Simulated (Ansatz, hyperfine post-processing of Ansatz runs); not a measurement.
# Reading the 119Sn spectrum of Li2NiSnO4

Calculated values: DFT, r2SCAN, plane-wave PAW, default files (PAW set soft_2), collinear spin, scalar-relativistic (Ansatz), contact and point-dipole shifts scaled to 330 K with Θ = 0 K (a pure Curie law); spin-only moments, above the ordering temperature.

```cif
data_structure
_symmetry_space_group_name_H-M 'P 1'
_symmetry_Int_Tables_number 1
_cell_length_a 8.4686
_cell_length_b 4.2343
_cell_length_c 5.3621
_cell_angle_alpha 113.255
_cell_angle_beta 113.255
_cell_angle_gamma 90.000
_cell_volume 159.51
loop_
_atom_site_label
_atom_site_type_symbol
_atom_site_fract_x
_atom_site_fract_y
_atom_site_fract_z
_atom_site_occupancy
Sn1 Sn 0.37500 0.25000 0.50000 1
Sn2 Sn 0.87500 0.25000 0.50000 1
Ni3 Ni 0.00000 0.00000 0.00000 1
Ni4 Ni 0.50000 0.00000 0.00000 1
O5 O 0.38166 0.76333 0.52665 1
O6 O 0.88166 0.76333 0.52665 1
O7 O 0.11834 0.23667 0.47335 1
O8 O 0.61834 0.23667 0.47335 1
O9 O 0.48834 0.47669 0.95338 1
O10 O 0.98834 0.47669 0.95338 1
O11 O 0.26166 0.02331 0.04663 1
O12 O 0.76166 0.02331 0.04663 1
Li13 Li 0.25000 0.50000 0.00000 1
Li14 Li 0.75000 0.50000 0.00000 1
Li15 Li 0.12500 0.75000 0.50000 1
Li16 Li 0.62500 0.75000 0.50000 1
```

119Sn MAS at 7.05 T (112.6 MHz), 20 kHz, 330 K; contact and dipolar shift alone, no orbital or quadrupolar part; lines under 1.5 % of the strongest are left out. NMR lines, with heights relative to the strongest:

```
position (ppm)  intensity
      -19953.5        2.1
      -19775.8         29
      -19598.2        100
      -19420.5         17
      -19242.8        7.3
```

**Question.** Which lines are isotropic ones rather than spinning sidebands, and which Sn atoms give them?

Sidebands are spaced by 178 ppm (the spinning rate over the resonance of 112.6 MHz). An isotropic line need not be the tallest: it is the area-weighted centre of its own family of sidebands, and the one that stays put when the rate is changed. Isotropic shifts: -19598 ppm for atom 1 and the 1 atom equivalent to it (4 Ni through links of 93 to 96° (8)), reduced anisotropy 309 ppm.

[Logs are printed without paths, hosts, clocks, repeated set-up lines and the standing remarks that a program may print on its own settings, such as how far it seeks lower states.]

[Hosts, paths, dates, database ids (printed as entryN), source tags and the programs' standing remarks are cut or masked in the printed files.]
